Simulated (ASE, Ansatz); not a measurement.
# Electronic structure of random rutile alloy of IrO2 and SiO2 (96 atoms), part 2 of 2

Wanted: forces, charges and levels of random rutile alloy of IrO2 and SiO2 (96 atoms).

Ansatz 0.2.0; Kohn-Sham DFT, PBE, PAW (set soft_2), plane waves.

The cell: 28 Si, 64 O and 4 Ir. The host structure and its lattice constant were typed by rule, without a check against the phase diagram. The main run has no spin polarisation. No spin–orbit coupling is included.

So far: The structure; Plane-wave single point.

**2. Plane-wave single point (continued)**

Valence density in the ab plane at fractional z = 0.117, with atoms of Si and O and Ir within 0.2 Å of it. It is the smooth field of the valence electrons, not physical close to the nuclei.

Ten even steps from '0' (0.1 e/Å³) to '9' (8.9 e/Å³), each cell a mean:
```
133200000000023100000000
157400000000147410000000
156300000000147410000000
012100000000013100000000
000000000000000000000000
000000000000000000000000
000000000000000000000000
000000001220000000000110
000000002562000000002441
000000002673000000003762
000000001331000000002441
000000000000000000000110
012200000000023100000000
036510000000147410000000
035510000000157410000000
012210000000012212320000
000000000000000026851000
000000000000000048972000
000000000000000037851000
000000000110000012311110
000000002452000000002441
000000002662000000003662
000000001331000000002441
000000000010000000000110
```
Columns run along a (8.4 Å), rows up along b (8.4 Å). Atoms in or near the plane, at fractional coordinates: Si at (0.25, 0.25), O at (0.11, 0.41), O at (0.41, 0.10), Si at (0.26, 0.73), O at (0.08, 0.91), O at (0.41, 0.60), Ir at (0.75, 0.26), O at (0.59, 0.41), O at (0.90, 0.09), Si at (0.76, 0.76), O at (0.59, 0.91), O at (0.90, 0.59).

Mean Löwdin charges: Ir +1.52, O -0.70, Si +1.61 e (they miss 1.1 % of the electrons, so they add up to more than the cell's charge).

**3. Structure statistics**

Bonds and neighbours are counted at the geometry of the runs.

Density 5.52 g/cm³, 8.087 Å³ an atom.

Pair distribution functions g(r), in bins of 0.2 Å:

```tsv
r (Å)	total	O-O	O-Si	O-Ir	Si-Si	Si-Ir	Ir-Ir
1.50	0.14	0.00	0.36	0.00	0.00	0.00	0.00
1.70	1.98	0.00	4.45	4.47	0.00	0.00	0.00
1.90	1.77	0.00	3.99	4.08	0.00	0.00	0.00
2.10	0.17	0.16	0.20	0.28	0.00	0.00	0.00
2.30	0.45	1.01	0.00	0.00	0.00	0.00	0.00
2.50	1.72	3.81	0.00	0.00	0.24	0.43	0.00
2.70	1.44	2.79	0.00	0.00	1.93	1.58	0.00
2.90	0.35	0.65	0.00	0.00	0.47	1.00	0.00
3.10	1.08	0.70	1.42	0.99	1.44	1.39	3.83
3.30	1.50	0.08	1.96	2.37	4.93	5.84	0.00
3.50	0.51	0.50	0.52	0.30	0.66	0.47	0.00
3.70	0.99	0.57	1.64	1.76	0.00	0.00	0.00
3.90	0.55	0.26	0.95	1.04	0.05	0.00	0.00
4.10	1.37	1.14	1.71	1.85	0.84	0.80	2.21
4.30	1.50	1.18	1.91	1.86	1.21	1.06	2.12
4.50	1.08	2.28	0.12	0.06	0.12	0.00	0.00
4.70	0.68	1.47	0.05	0.00	0.00	0.12	0.00
4.90	0.95	0.75	0.89	0.85	2.10	2.06	0.00
5.10	1.29	0.99	0.97	1.11	3.71	3.94	3.00
5.30	1.22	1.03	1.62	1.46	0.42	0.59	0.00
5.50	0.70	0.52	0.95	1.04	0.42	0.18	2.60
5.70	0.44	0.21	0.74	0.82	0.14	0.08	0.00
5.90	0.74	1.29	0.26	0.18	0.50	0.63	0.00
6.10	0.83	0.82	0.93	0.96	0.47	0.53	0.00
6.30	1.47	0.78	2.51	2.55	0.08	0.07	0.00
6.50	1.53	1.99	1.17	1.18	1.21	1.17	0.00
6.70	1.21	1.37	0.77	0.77	2.23	2.58	0.85
6.90	1.18	0.94	0.98	0.81	2.94	3.02	4.04
```

Bonds by pair of elements; cutoffs follow the first minimum of g(r), held within bounds set by covalent radii, and pairs that aren't listed don't count as bonded:

```tsv
pair A-B	cutoff (Å)	bonds	mean length (Å)	spread (Å)	shortest (Å)	B about A	A about B
O-Si	2.16	168	1.80	0.106	1.52	2.62	6
O-Ir	2.43	24	1.83	0.106	1.64	0.375	6
```

How many atoms have how many bonded neighbours:

```tsv
element	mean	3	6
Ir	6	0	4
O	3	64	0
Si	6	0	28
```

Bond angles, per cent of each kind in bins of 5°:

```tsv
angle (°)	O-Si-O	Si-O-Si	O-Ir-O	Ir-O-Si
70–75	1.9	0.0	0.0	0.0
75–80	3.8	0.0	6.7	0.0
80–85	14.0	0.0	10.0	0.0
85–90	19.8	0.7	26.7	0.0
90–95	21.7	4.1	20.0	4.3
95–100	11.2	11.0	13.3	21.7
100–105	6.4	13.8	0.0	8.7
105–110	1.2	2.8	3.3	0.0
110–115	0.0	0.7	0.0	0.0
115–120	0.0	0.7	0.0	0.0
120–125	0.0	10.3	0.0	4.3
125–130	0.0	22.8	0.0	21.7
130–135	0.0	20.7	0.0	26.1
135–140	0.0	11.0	0.0	13.0
140–145	0.0	1.4	0.0	0.0
145–150	0.0	0.0	0.0	0.0
150–155	0.0	0.0	0.0	0.0
155–160	0.0	0.0	0.0	0.0
160–165	0.5	0.0	0.0	0.0
165–170	3.1	0.0	1.7	0.0
170–175	9.3	0.0	15.0	0.0
175–180	7.1	0.0	3.3	0.0
```

Bond angles (no mean is given where the spread exceeds 20°):

```tsv
angle	count	mean (°)	spread (°)
O-Si-O	420	-	-
Si-O-Si	145	120	14.9
O-Ir-O	60	-	-
Ir-O-Si	46	120	16.1
Ir-O-Ir	1	122	0
```

Oxygen atoms by the number of network formers (Si, P, Ge, B, Al, As, Ga) bound to them:

```tsv
network formers bound to O	O atoms	per cent
0	0	0
1	1	1.6
2	22	34.4
3	41	64.1
```

Network units: each former by its oxygen neighbours and how many of them bridge to another former:

```tsv
former	O neighbours	bridging O	atoms
Si	6	5	1
Si	6	6	27
```

Rings of the network by King's shortest-path rule, up to 12 atoms, one path for each pair of neighbours; H, halogens, alkali and alkaline-earth atoms are left out, and the last column divides by all other atoms, bonded or not:

```tsv
ring size (atoms)	rings	per network atom
4	32	0.333
6	128	1.33
8	91	0.948
```

For some of the pairs, g(r) has its first main peak near 2.57 Å (O-O), 1.79 Å (O-Si) and 1.79 Å (O-Ir). With the cutoffs above, all Ir atoms have 6, all O atoms have 3 and all Si atoms have 6 bonded neighbours. Counting bonds to Si alone, not to Ir, 34 % of the oxygens join two of these atoms and 2 % one; 64 % join three. The commonest Si unit has 6 oxygens, 6 of them shared with other formers (27 of 28 atoms). Rings of 6 atoms are the most common (51 % of those counted); sizes run from 4 to 8.

A closer look about Ir62, which bears the longest force: 8 atoms, nearest first, numbered in the order of the input, with positions taken from that point.

```tsv
atom	x	y	z	distance (Å)	bonds	Löwdin charge (e)	Fx	Fy	Fz (eV/Å)
Ir62	0.00	0.00	0.00	0.00	6	1.58	-0.30	0.30	-18.96
O69	-0.79	-0.91	1.18	1.69	3	-0.63	-6.43	-5.33	11.19
O70	0.83	0.80	1.23	1.69	3	-0.61	5.39	4.85	9.71
O65	-1.17	1.34	-0.05	1.78	3	-0.66	-5.79	4.07	-0.23
O66	1.17	-1.34	-0.15	1.79	3	-0.67	5.70	-5.19	1.26
O64	0.86	0.90	-1.49	1.94	3	-0.73	-2.50	-2.59	-2.85
O63	-0.92	-0.87	-1.53	1.99	3	-0.74	1.87	2.52	-0.88
Si68	-0.09	0.01	2.53	2.54	6	1.55	1.69	-1.14	3.45
```

The column of bonds counts only the pairs O-Si within 2.16 Å, O-Ir within 2.43 Å; other neighbours, such as metal atoms beside each other in a compound, aren't counted, and periodic images can show an atom twice.

**4. What came out**

```json
{
 "free energy per atom": "-1061.3755 eV/atom",
 "density": "5.517 g/cm³",
 "pressure": "28.99 GPa",
 "r.m.s. force component": "3.497 eV/Å",
 "wall time of the 1 DFT run": "32 s"
}
```

In words: 9 levels are partly filled, by over 2 % (on the run's k-points): no clear gap opens at this level. With the cutoffs above, all Ir atoms have 6, all O atoms have 3 and all Si atoms have 6 bonded neighbours.

**Limits.** The geometry was built by rule, was displaced at random and isn't relaxed at this level: its force components are 3.5 eV/Å r.m.s. The stress is far from hydrostatic: its diagonal is 25.4, 26.4, 35.1 GPa, compression counted positive. The pressure of 29 GPa belongs to a cell and atoms that aren't relaxed at this level.

[Logs are printed without paths, hosts, clocks, repeated set-up lines and the standing remarks that a program may print on its own settings, such as how far it seeks lower states.]

[Hosts, paths, dates, database ids (printed as entryN), source tags and the programs' standing remarks are cut or masked in the printed files.]
